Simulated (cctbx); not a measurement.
# Reading a Patterson map

Space group Pnma (no. 62), a = 6.9870 Å, b = 10.0440 Å, c = 6.5770 Å, α = 90.00°, β = 90.00°, γ = 90.00°, content Sm8 Nd4 Fe4.

The data are simulated with cctbx, not measured: Mo Kα, λ = 0.71073 Å, to d = 0.6 Å, 95 % of the full sphere, strongest reflection 70000 counts, noise from counting, a 4 % proportional error and a noise floor of 15 counts (s.d.); no absorption, some extinction.

Patterson synthesis, origin scaled to 1000:

```text
Patterson group P m m m
      u       v       w   height  length (A)
  0.000   0.000   0.000   1000.0     0.00
  0.500   0.000   0.150    339.7     3.63
  0.000   0.359   0.000    335.6     3.61
  0.148   0.500   0.500    332.8     6.09
  0.140   0.160   0.500    228.8     3.79
  0.353   0.500   0.356    164.3     6.06
  0.500   0.359   0.146    163.2     5.11
  0.278   0.320   0.000    158.6     3.76
  0.367   0.174   0.319    154.7     3.75
  0.222   0.321   0.185    150.1     3.78
  0.408   0.500   0.500    132.0     6.64
  0.079   0.500   0.284     99.1     5.39
  0.280   0.179   0.117     47.3     2.77
  0.436   0.321   0.378     46.6     5.08
```

**Question.** Which atom pairs make the peaks, and where is the heaviest atom?

A peak at u stands for all pairs with xi − xj = u, with weight Σ ZiZj against Σ Z² = 47856 at the origin. Peak heights follow these weights only roughly, since form factors, motion and series ripples differ, all vectors within 0.55 Å of a peak are counted as merged into it though the farther ones add only part of their weight, and F(000) is left out, which lowers the whole map:

| u | v | w | shortest length (Å) | height | 1000 ΣZiZj/ΣZ² | pairs in the cell |
| --- | --- | --- | --- | --- | --- | --- |
| 0.500 | 0.000 | 0.150 | 3.63 | 340 | 472 | 4 × Sm–Sm, 2 × Nd–Nd |
| 0.000 | 0.359 | 0.000 | 3.61 | 336 | 321 | 4 × Sm–Sm |
| 0.148 | 0.500 | 0.500 | 6.09 | 333 | 321 | 4 × Sm–Sm |
| 0.140 | 0.160 | 0.500 | 3.79 | 229 | 472 | 4 × Sm–Nd, 2 × Sm–Sm |
| 0.353 | 0.500 | 0.356 | 6.07 | 164 | 161 | 2 × Sm–Sm |
| 0.500 | 0.359 | 0.146 | 5.11 | 163 | 161 | 2 × Sm–Sm |
| 0.278 | 0.320 | 0.000 | 3.76 | 159 | 311 | 4 × Sm–Nd |
| 0.367 | 0.174 | 0.319 | 3.75 | 155 | 236 | 2 × Sm–Nd, 1 × Sm–Sm |
| 0.222 | 0.321 | 0.185 | 3.78 | 150 | 155 | 2 × Sm–Nd |
| 0.408 | 0.500 | 0.500 | 6.65 | 132 | 150 | 2 × Nd–Nd |

The table stops at ten peaks or at a height of 45, below which ripples compete. In the model behind the data Sm, the heaviest element, has 1 independent site: (0.1763, 0.5705, 0.1780), up to an allowed shift of origin; the Sm–Sm vectors are differences of these positions and their symmetry mates. Elements of similar Z can't be told apart from the map alone. The whole model:

| atom | mult. | x | y | z | Ueq (Å²) |
| --- | --- | --- | --- | --- | --- |
| Sm1 | 8 | 0.1763 | 0.5705 | 0.1780 | 0.0046 |
| Nd1 | 4 | 0.9553 | 1/4 | 0.3631 | 0.0067 |
| Fe1 | 4 | 0.6066 | 1/4 | 0.5578 | 0.0108 |

The model was made for the exercise: a known structure type with other elements put in, its volume estimated, not relaxed; displacement parameters are assumed.

[Logs are printed without paths, hosts, clocks, repeated set-up lines and the standing remarks that a program may print on its own settings, such as how far it seeks lower states.]
